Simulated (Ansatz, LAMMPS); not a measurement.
## Electronic structure of glassy 46SiO2-16Al2O3-16BaO-16Li2O-5Sc2O3 (mol %) (121 atoms)

What does DFT give for glassy 46SiO2-16Al2O3-16BaO-16Li2O-5Sc2O3 (mol %) (121 atoms) as built?

Calculated with Ansatz 0.2.0; Kohn-Sham DFT, PBE, PAW (set soft_2), plane waves.

### 1. Starting point

The cell holds 121 atoms: 17 Si, 12 Al, 6 Ba, 12 Li, 4 Sc and 70 O. Its edges and angles: a = 11.443 Å, b = 11.443 Å, c = 11.443 Å, α = 90.0°, β = 90.0°, γ = 90.0°. 121 atoms (17 Si, 12 Al, 6 Ba, 12 Li, 4 Sc, 70 O) placed at random at 3.16 g/cm³, melted at 4000 K for 10 ps at fixed volume with the Morse and Coulomb pair potential with partial charges (Pedone, Malavasi, Menziani, Cormack and Segre, J. Phys. Chem. B 110, 11780 (2006)). Quenched from 4000 K to 300 K at 100 K/ps and fixed volume, held 10 ps at zero pressure, then minimised at fixed cell.

Limits known from the start: The quench rate of 100 K/ps is many orders above laboratory rates, so the cell is likely richer in defects and strain than a real sample. The network of bonds at the start is that of the classical potential that made the cell, and needn't be the one that DFT or experiment would give. Only the Γ point is sampled, in a cell whose shortest periodic width is 11 Å. No spin–orbit coupling is included, so levels derived from the heavy atoms are approximate.

### 2. How the cell was made

A classical potential supplies the starting structure, since it reaches far longer times than DFT.

This step: classical MD, Morse and Coulomb pair potential with partial charges (Pedone, Malavasi, Menziani, Cormack and Segre, J. Phys. Chem. B 110, 11780 (2006)) (LAMMPS 22 Jul 2025 - Update 4).

Input file in.lmp:

```
# melt-quench of Si17Al12Ba6Li12Sc4O70
units metal
atom_style charge
boundary p p p
region box block 0 11.6490 0 11.6490 0 11.6490
create_box 6 box
mass 1 28.0850   # Si
mass 2 26.9815   # Al
mass 3 137.3270   # Ba
mass 4 6.9400   # Li
mass 5 44.9559   # Sc
mass 6 15.9990   # O
create_atoms 1 random 17 200049 NULL overlap 1.5 maxtry 2000
create_atoms 2 random 12 200056 NULL overlap 1.5 maxtry 2000
create_atoms 3 random 6 200063 NULL overlap 1.5 maxtry 2000
create_atoms 4 random 12 200070 NULL overlap 1.5 maxtry 2000
create_atoms 5 random 4 200077 NULL overlap 1.5 maxtry 2000
create_atoms 6 random 70 200084 NULL overlap 1.5 maxtry 2000
pair_style hybrid/overlay pedone 5.5 coul/long 8.0
pair_coeff * * coul/long
pair_coeff 1 6 pedone 0.340554 2.006700 2.100000 1   # Si-O
pair_coeff 2 6 pedone 0.361581 1.900442 2.164818 0.9   # Al-O
pair_coeff 3 6 pedone 0.065011 1.547596 3.393410 5   # Ba-O
pair_coeff 4 6 pedone 0.001114 3.429506 2.681360 1   # Li-O
pair_coeff 5 6 pedone 0.000333 3.144445 3.200000 2.6   # Sc-O
pair_coeff 6 6 pedone 0.042395 1.379316 3.618701 22   # O-O
set type 1 charge 2.4
set type 2 charge 1.8
set type 3 charge 1.2
set type 4 charge 0.6
set type 5 charge 1.8
set type 6 charge -1.2
kspace_style pppm 1.0e-4
neigh_modify delay 0 every 1 check yes
# [... 22 lines left out ...]
thermo 1666
fix md all npt temp 300 300 0.2 iso 0 0 2
run 5000 post no
unfix md
thermo 100
min_style cg
minimize 0 1e-3 2000 20000
write_dump all custom glass.dump id type xs ys zs modify sort id
```

Launch:

```sh
lmp -in in.lmp -log none -nocite
```

Log:

```text
LAMMPS (22 Jul 2025 - Update 4)
Created orthogonal box = (0 0 0) to (11.649 11.649 11.649)
Created 17 atoms
Created 12 atoms
Created 6 atoms
Created 12 atoms
Created 4 atoms
Created 70 atoms
PPPM initialization ...
  G vector (1/distance) = 0.37613258
  grid = 12 12 12
  estimated relative force accuracy = 7.0068951e-05
   Step          Time           Temp          PotEng         Press         Density
         0   0              0             -1.1753463      807404.58      3.1600395
        93   0.186          0             -12.971447     -13666.643      3.1600395
Loop time of 0.127336 s on 1 MPI rank(s) for 93 steps with 121 atoms
Minimization stats:
  Stopping criterion = energy tolerance
  Energy initial, next-to-last, final =
      -1.1753462799436  -12.9701671851121  -12.9714468132582
  Force two-norm initial, final = 338.66629 2.5563718
  Iterations, force evaluations = 93 122
   Step          Time           Temp          PotEng         Press         Density
[... 12 lines left out ...]
[... 1 line left out ...]
Loop time of 4.34585 s on 1 MPI rank(s) for 5000 steps with 121 atoms
   Step          Time           Temp          PotEng         Press         Density
[... 12 lines left out ...]
Loop time of 15.6749 s on 1 MPI rank(s) for 18500 steps with 121 atoms
   Step          Time           Temp          PotEng         Press         Density
[... 3 lines left out ...]
     28322   56.644         326.93215     -13.058277     -60.790798      3.2942903
     29500   59             282.50724     -13.058766      12565.844      3.334185
Loop time of 5.61614 s on 1 MPI rank(s) for 5000 steps with 121 atoms
   Step          Time           Temp          PotEng         Press         Density
     29500   59             282.50724     -13.058769      12562.971      3.334185
     29524   59.048         282.50724     -13.095903      5369.7422      3.334185
Loop time of 0.0787384 s on 1 MPI rank(s) for 24 steps with 121 atoms
Minimization stats:
  Stopping criterion = linesearch alpha is zero
  Energy initial, next-to-last, final =
     -13.0587690848411  -13.0959033494747  -13.0959033494747
  Force two-norm initial, final = 13.220196 0.17386226
  Iterations, force evaluations = 24 77
```

Wall time 27 s (1 thread of Arm Neoverse N1, shared host); peak memory 0.075 GiB.

### 3. Plane-wave single point

The electrons are solved once, with the atoms held.

Input file input.yaml:

```yaml
crystal:
  lattice:
    - [11.44255, 0.0, 0.0]
    - [0.0, 11.44255, 0.0]
    - [0.0, 0.0, 11.44255]
  atoms:
    - { symbol: Si, position: [0.02569, 0.46307, 0.06639] }
    - { symbol: Si, position: [0.81093, 0.73189, 0.96655] }
    - { symbol: Si, position: [0.36018, 0.26592, 0.05162] }
    - { symbol: Si, position: [0.02256, 0.10772, 0.29247] }
    - { symbol: Si, position: [0.38569, 0.54271, 0.02776] }
    - { symbol: Si, position: [0.27066, 0.69877, 0.45746] }
    - { symbol: Si, position: [0.58953, 0.40378, 0.2959] }
    - { symbol: Si, position: [0.76186, 0.40138, 0.49876] }
    - { symbol: Si, position: [0.93305, 0.43812, 0.81805] }
    - { symbol: Si, position: [0.46494, 0.98576, 0.31712] }
    - { symbol: Si, position: [0.23002, 0.94039, 0.57121] }
    - { symbol: Si, position: [0.27683, 0.86094, 0.01391] }
    - { symbol: Si, position: [0.28155, 0.55487, 0.78843] }
    - { symbol: Si, position: [0.36724, 0.17092, 0.47754] }
    - { symbol: Si, position: [0.08649, 0.27329, 0.66753] }
    - { symbol: Si, position: [0.83328, 0.05258, 0.1096] }
    - { symbol: Si, position: [0.82309, 0.82158, 0.23237] }
    - { symbol: Al, position: [0.77875, 0.87598, 0.73403] }
    - { symbol: Al, position: [0.08607, 0.55154, 0.61441] }
    - { symbol: Al, position: [0.21526, 0.2952, 0.2829] }
    - { symbol: Al, position: [0.67566, 0.8379, 0.46398] }
    - { symbol: Al, position: [0.68497, 0.34315, 0.75836] }
    - { symbol: Al, position: [0.63788, 0.50586, 0.92778] }
    - { symbol: Al, position: [0.47355, 0.03514, 0.04349] }
    - { symbol: Al, position: [0.6318, 0.25073, 0.08079] }
    - { symbol: Al, position: [0.57097, 0.07055, 0.80098] }
    - { symbol: Al, position: [0.19862, 0.88456, 0.27749] }
    - { symbol: Al, position: [0.85734, 0.62896, 0.61489] }
    - { symbol: Al, position: [0.34578, 0.52105, 0.28559] }
    - { symbol: Ba, position: [0.53455, 0.7798, 0.79579] }
    - { symbol: Ba, position: [0.9894, 0.55813, 0.33408] }
    - { symbol: Ba, position: [0.85064, 0.14297, 0.83684] }
    [... 83 atom lines left out ...]
    - { symbol: O, position: [0.51261, 0.57539, 0.98187] }
    - { symbol: O, position: [0.28876, 0.5605, 0.92891] }
    - { symbol: O, position: [0.08374, 0.58144, 0.11075] }
    - { symbol: O, position: [0.45325, 0.4198, 0.30153] }
    - { symbol: O, position: [0.1187, 0.01236, 0.27497] }
    - { symbol: O, position: [0.21577, 0.44811, 0.30026] }
kpoints:
  mp_grid: { grid: [1, 1, 1] }
hamiltonian:
  xc: pbe
scf:
  occupations: { method: fixed }
output:
  forces: true
  stress: true
  populations: true
  dos:
    method: { smearing: { sigma: 0.15 } }
    de: 0.1
    projected: { site_lists: { Al: [Al], Ba: [Ba], Li: [Li], O: [O], Sc: [Sc] } }
  eigenvalues: true
  write_density: true
  write_potential: true
  volumetric_format: npy
```

Launch:

```sh
ansatz run input.yaml --threads 8 --pin off --max-ram 15872MiB --backend cpu --events-out ev --progress --plain --runs-dir out
```

Log:

```text
Engine: ansatz 0.2.0, aarch64-unknown-linux-gnu
Pseudopotentials: kind: paw
Pseudopotential: Si, paw, valence charge 4, recommended cutoff 420 eV (normal), Si.paw.azcp
Pseudopotential: Al, paw, valence charge 3, recommended cutoff 420 eV (normal), Al.paw.azcp
Pseudopotential: Ba, paw, valence charge 10, recommended cutoff 420 eV (normal), Ba.paw.azcp
Pseudopotential: Li, paw, valence charge 3, recommended cutoff 420 eV (normal), Li.paw.azcp
Pseudopotential: Sc, paw, valence charge 11, recommended cutoff 420 eV (normal), Sc.paw.azcp
Pseudopotential: O, paw, valence charge 6, recommended cutoff 420 eV (normal), O.paw.azcp
[... 5 lines on functional and potentials left out ...]
Crystal: 121 atoms, lattice volume = 1498.195 Å³
Basis set: ecut = 420 eV, 29279 PW (Γ), exchange–correlation on 160×160×160 points (8 copies of the dense FFT grid, shifted against one another)
Bands: 453, of which v1, the nominal top of the filled ones, is band 332 counted from 1 (331 counted from 0)
Symmetry: 1 space group operations
Space group: P1 (ITA 1), of the structure as read, at distance tolerance 1.1e-4 Å
k-points: 1
[... 13 lines on functional and potentials left out ...]
Initial density: superposition of atomic densities (neutral atoms: chi_scale 0, normalization atom), corrected by the library's trained network
Initial wavefunctions: pseudopotential atomic-orbital guess
Functional: x = pbe(κ = 0.804, μ = 0.219515), c = pbe(β = 0.066725)
SCF iter   1: F=—  HF=-103833.450855 eV  |F-HF|=—  |Δ(HF+E_count)|=         —  Δρ=2.15e-3  dr2=1.14e-1  ethr=1.77e-3  ⟨swp⟩=4.0  Hψ=1707  notcnv=0  defer=117
preconditioner: auto → Resta (q_TF=auto, 2.382 Å⁻¹)  ε∞=3.6  [insulator: Δε(μ)=3.195 eV  Ē_g=14.524 eV  n_scr=340 (ndim 8)  ℏωp=23.4 eV  f_vac=0.056  ε∞_Penn≈3.6]
SCF iter   2: F=—  HF=-103833.437455 eV  |F-HF|=—  |Δ(HF+E_count)|=   1.34e-2  Δρ=1.13e-3  dr2=2.56e-2  ethr=1.72e-5  ⟨swp⟩=2.0  Hψ=753  notcnv=0  defer=119
SCF iter   3: F=—  HF=-103833.438990 eV  |F-HF|=—  |Δ(HF+E_count)|=   1.54e-3  Δρ=5.49e-4  dr2=7.37e-3  ethr=3.86e-6  ⟨swp⟩=2.0  Hψ=570  notcnv=0  defer=119
SCF iter   4: F=—  HF=-103833.438745 eV  |F-HF|=—  |Δ(HF+E_count)|=   2.45e-4  Δρ=2.11e-4  dr2=8.02e-4  ethr=1.11e-6  ⟨swp⟩=2.0  Hψ=570  notcnv=0  defer=119
SCF iter   5: F=—  HF=-103833.438739 eV  |F-HF|=—  |Δ(HF+E_count)|=   6.24e-6  Δρ=1.30e-4  dr2=2.44e-4  ethr=1.21e-7  ⟨swp⟩=2.0  Hψ=568  notcnv=0  defer=119
SCF iter   6: F=—  HF=-103833.438748 eV  |F-HF|=—  |Δ(HF+E_count)|=   9.30e-6  Δρ=3.79e-5  dr2=2.21e-5  ethr=3.68e-8  ⟨swp⟩=2.0  Hψ=568  notcnv=0  defer=117
SCF iter   7: F=—  HF=-103833.438602 eV  |F-HF|=—  |Δ(HF+E_count)|=   1.46e-4  Δρ=2.19e-5  dr2=6.56e-6  ethr=3.33e-9  ⟨swp⟩=2.0  Hψ=781  notcnv=0  defer=117
SCF iter   8: F=—  HF=-103833.438603 eV  |F-HF|=—  |Δ(HF+E_count)|=   1.21e-6  Δρ=7.81e-6  dr2=9.26e-7  ethr=9.88e-10  ⟨swp⟩=2.0  Hψ=572  notcnv=0  defer=117
SCF iter   9: F=—  HF=-103833.438604 eV  |F-HF|=—  |Δ(HF+E_count)|=   8.61e-7  Δρ=3.63e-6  dr2=1.86e-7  ethr=1.39e-10  ⟨swp⟩=2.0  Hψ=663  notcnv=0  defer=117
SCF iter  10: F=-103833.438604 eV  HF=-103833.438604 eV  |F-HF|=1.56e-8  |Δ(HF+E_count)|=   7.49e-8  Δρ=1.34e-6  dr2=2.62e-8  ethr=1.51e-11  ⟨swp⟩=25.0  Hψ=4651  notcnv=0
SCF 1 converged in 10 iterations: F = -103833.438604 eV  dr2 = 2.62e-8
  greatest PAW one-centre occupation: 1.000 electrons in one spin orbital (limit 2), on the Li atom at site 40 (counted from 0), in its partial waves of l = 0
SCF converged after 10 iterations
Free energy (F): -103833.438604 eV
Harris-Foulkes:  -103833.438604 eV  (|F-HF|=1.56e-8)
Internal energy: -103833.438604 eV  (E = F + TS)
E sigma→0 (E₀):  -103833.438604 eV
Fermi energy:    5.735346 eV
--- Per-component energies (eV) ---
  E_band       = -3138.762262
  E_kinetic    = 15928.892937
  E_local      = -39133.719876  (includes V_loc(G=0)·N_el)
  E_nonlocal   = 4168.212900
  E_hartree    = 14369.414568
  E_xc         = -8237.965787
  E_vxc        = -9363.982206  (∫ρ·V_xc dr)
  E_paw        = -60876.196180  (= ΣΔE_a)
  E_vpaw       = -3477.167499  (= ΣTr[D̂ρ^β])
  E_aug_tail   = 0.178216  (compensation charges beyond the density's cutoff)
  E_ewald      = -30052.255382
  E_smearing   = -0.000000  (= −TS)
  E_closure    = -0.000000  (closes the sum)
  Σ components = -103833.438604   (vs F -103833.438604, Δ=0.00e0)
--- Forces (eV/Å), atoms counted from 1 ---
  atom   1  Si    -0.12440760    -1.26859875     0.12808443
  atom   2  Si     0.05923957     0.00089906     0.32581243
  atom   3  Si     0.03756352     0.71427927    -0.26157820
  atom   4  Si     0.03725321    -0.73800908    -0.15742663
  atom   5  Si     0.12511835    -2.17025633    -0.99316384
  atom   6  Si    -1.03027607    -0.15435296     0.01228307
  atom   7  Si     0.66277936     1.20226612    -0.31015741
  atom   8  Si     0.04199090    -0.00882174    -0.02262333
  atom   9  Si     0.23508824    -1.26025914    -1.07249059
  atom  10  Si    -0.97861313     0.00444028     0.11902452
  atom  11  Si     0.04109735     0.53398547    -0.82071975
  atom  12  Si     0.66145260     1.55599132    -0.16703469
  atom  13  Si     0.37309969    -0.86640283     0.06468893
  atom  14  Si    -0.43330310    -1.48376684     0.03299266
[...]
atom 120  O      0.79911293    -0.88219040    -0.34749973
  atom 121  O     -1.17515006     0.08767877     0.71212544
  max |Σ_I F_I| component: 1.54e-4 eV/Å
--- Stress (GPa, compression-positive) ---
        8.021260      -0.600816       0.191722
       -0.600812       5.965374      -0.377374
        0.191719      -0.377378       7.697486
  P = ⅓ Tr σ = 7.2280 GPa (72.280 kbar)
--- Band table (eV) ---
  k-point 0: bands = ["-43.0918", "-43.0404", "-42.9725", "-42.5473", [... 437 levels ...], "14.5800", "14.5973", "14.6128", "14.6450", "14.6670", "14.6936", "14.7211", "14.7400", "14.7489", "14.7705", "14.7919", "14.8248"]
--- Löwdin populations: 121 sites ---
  site symbol       q [e]
     0     Si      2.3875
     1     Si      2.3126
     2     Si      2.2732
[...]
120      O      6.9689
  spilling = 0.011211 (of n_electrons = 664.000000)
```

Run time: 61 s. Hardware: 8 threads of Arm Neoverse N1, shared host; peak memory 2.3 GiB; 4.5 min of CPU time.

Read from the output:

| Item | Value |
| --- | --- |
| free energy | -103833.4386 eV |
| free energy per atom | -858.1276 eV/atom |
| SCF cycles | 10 |
| pressure | 7.228 GPa |
| r.m.s. force component | 0.8572 eV/Å |
| longest force | 3.308 eV/Å |
| Fermi energy | 5.735 eV |
| gap (highest filled to lowest empty level) | 3.048 eV |
| spilling of the projection | 0.01121 |

Length of the force by element and coordination:

| element | coordination | atoms | mean length of the force (eV/Å) | spread | least | most |
| --- | --- | --- | --- | --- | --- | --- |
| Al | all | 12 | 0.966 | 0.322 | 0.524 | 1.55 |
| Ba | all | 6 | 0.544 | 0.175 | 0.370 | 0.845 |
| Li | all | 12 | 0.456 | 0.208 | 0.0639 | 0.865 |
| O | all | 70 | 1.63 | 0.64 | 0.221 | 3.31 |
| Sc | all | 4 | 1.05 | 0.240 | 0.694 | 1.29 |
| Si | all | 17 | 1.20 | 0.542 | 0.0485 | 2.39 |

Löwdin charges by element and coordination (they lack the spilled electrons, 0.062 e an atom on average):

| element | coordination | atoms | mean charge (e) | spread | least | most |
| --- | --- | --- | --- | --- | --- | --- |
| Al | all | 12 | 1.25 | 0.0645 | 1.14 | 1.34 |
| Ba | all | 6 | 1.93 | 0.0243 | 1.89 | 1.96 |
| Li | all | 12 | 0.779 | 0.014 | 0.759 | 0.808 |
| O | all | 70 | -0.886 | 0.0675 | -1.08 | -0.780 |
| Sc | all | 4 | 1.27 | 0.0251 | 1.24 | 1.31 |
| Si | all | 17 | 1.68 | 0.0392 | 1.61 | 1.75 |

Density of states as counts of states in windows of 1 eV (from the Fermi level), total and the larger projections:

| from (eV) | to (eV) | total | O p | Sc d | O s | Ba p |
| --- | --- | --- | --- | --- | --- | --- |
| -18 | -17 | 42.9 | 0.4 | 0.3 | 34.1 | 0.1 |
| -17 | -16 | 17.4 | 0.1 | 0.2 | 14.1 | 0.1 |
| -16 | -15 | 3.2 | 0.0 | 0.0 | 2.7 | 0.0 |
| -15 | -13 | 0.0 | 0.0 | 0.0 | 0.0 | 0.0 |
| -13 | -12 | 2.2 | 0.0 | 0.0 | 0.0 | 2.1 |
| -12 | -11 | 33.5 | 1.1 | 0.0 | 0.4 | 31.5 |
| -11 | -10 | 0.3 | 0.0 | 0.0 | 0.0 | 0.3 |
| -10 | -9 | 5.3 | 3.6 | 0.0 | 0.3 | 0.0 |
| -9 | -8 | 10.4 | 7.1 | 0.0 | 0.6 | 0.0 |
| -8 | -7 | 15.3 | 11.1 | 0.0 | 0.7 | 0.0 |
| -7 | -6 | 25.7 | 19.5 | 0.1 | 0.7 | 0.1 |
| -6 | -5 | 45.6 | 35.4 | 0.7 | 1.5 | 0.1 |
| -5 | -4 | 56.5 | 46.6 | 0.8 | 1.7 | 0.2 |
| -4 | -3 | 77.5 | 68.1 | 1.4 | 1.2 | 0.3 |
| -3 | -2 | 87.5 | 80.6 | 1.2 | 0.7 | 0.3 |
| -2 | -1 | 76.1 | 72.0 | 0.7 | 0.3 | 0.2 |
| -1 | 0 | 19.0 | 18.0 | 0.1 | 0.1 | 0.0 |
| 0 | 1 | 1.2 | 1.1 | 0.0 | 0.0 | 0.0 |
| 1 | 2 | 0.0 | 0.0 | 0.0 | 0.0 | 0.0 |
| 2 | 3 | 0.5 | 0.0 | 0.4 | 0.0 | 0.0 |
| 3 | 4 | 16.2 | 1.2 | 11.5 | 0.6 | 0.0 |
| 4 | 5 | 26.1 | 2.0 | 11.6 | 0.9 | 0.0 |

With fixed occupations the program's Fermi level is the highest filled level; weight inside the gap is the broadening of levels at its edges.

Between -26 and -18 eV lie 77 more states.

Not all projections were asked for or kept, so they needn't add up to the total.

The levels nearest the highest filled one (over half full), pooled over k-points and spins:

| level less the highest filled one (eV) | occupation |
| --- | --- |
| -0.744 | 2 |
| -0.691 | 2 |
| -0.649 | 2 |
| -0.578 | 2 |
| -0.382 | 2 |
| 0 | 2 |
| 3.05 | 0 |
| 3.26 | 0 |
| 3.47 | 0 |
| 3.62 | 0 |
| 3.73 | 0 |
| 3.80 | 0 |

Valence density in the ac plane at fractional y = 0.251, with atoms of Si and Al and Li and Sc and O within 0.2 Å of it. It is the smooth field of the valence electrons, not physical close to the nuclei.

Values in e/Å³, 13 rows by 16 columns, each cell a mean:
```
0.0 0.2 1.2 0.2 2.1 3.1 0.4 0.1 0.1 0.1 0.1 0.0 0.0 0.0 0.0 0.0
0.1 0.4 2.0 0.2 1.4 2.0 0.3 0.0 0.1 0.4 0.4 0.1 0.1 0.2 0.2 0.1
0.4 0.2 0.2 0.3 0.2 1.3 2.6 0.4 0.3 2.4 2.3 0.3 0.1 0.3 0.2 0.2
0.4 0.3 1.1 3.0 0.8 2.6 4.9 0.8 0.1 0.5 0.5 0.2 0.1 0.1 0.0 0.1
0.6 0.3 0.6 1.2 0.3 0.2 0.9 1.0 0.1 0.0 0.1 0.3 0.2 0.1 0.1 0.3
0.3 0.2 0.1 0.1 0.1 0.2 2.9 4.2 0.4 0.0 0.1 0.2 0.2 0.1 0.0 0.2
1.6 0.0 0.0 0.3 1.1 0.6 0.6 0.6 0.1 0.0 0.1 0.1 0.1 0.1 0.1 1.5
1.0 0.2 0.1 1.2 5.2 1.6 0.2 0.1 0.0 0.0 0.1 0.2 0.1 0.2 0.1 0.9
1.3 3.4 0.7 0.3 0.8 0.3 0.0 0.0 0.0 0.1 0.2 0.1 0.0 0.1 0.1 0.1
1.1 2.7 0.6 0.2 0.4 0.2 0.0 0.0 0.1 0.9 1.8 0.3 0.0 0.0 0.2 0.1
0.1 0.1 0.1 0.6 3.9 1.9 0.1 0.0 0.1 0.7 1.4 0.3 0.0 0.0 0.1 0.1
0.1 0.1 0.1 0.3 1.6 1.1 0.3 0.6 0.5 0.2 0.1 0.2 0.1 0.0 0.0 0.0
0.1 0.2 0.1 0.1 0.3 0.4 0.4 0.9 0.7 0.2 0.1 0.1 0.1 0.0 0.0 0.0
```
Columns run along a (11.4 Å), rows up along c (11.4 Å). Atoms in or near the plane, at fractional coordinates: Si at (0.36, 0.05), Al at (0.63, 0.08), Li at (0.99, 0.46), Li at (0.14, 0.91), Sc at (0.38, 0.74), O at (0.44, 0.57), O at (0.31, 0.92), O at (0.08, 0.30), O at (0.28, 0.42).

(Continued in part 2 of 2.)

[Long decimals in the printed logs are rounded to 6 places.]

[Logs are printed without paths, hosts, clocks, repeated set-up lines and the standing remarks that a program may print on its own settings, such as how far it seeks lower states.]

[Hosts, paths, dates, database ids (printed as entryN), source tags and the programs' standing remarks are cut or masked in the printed files.]
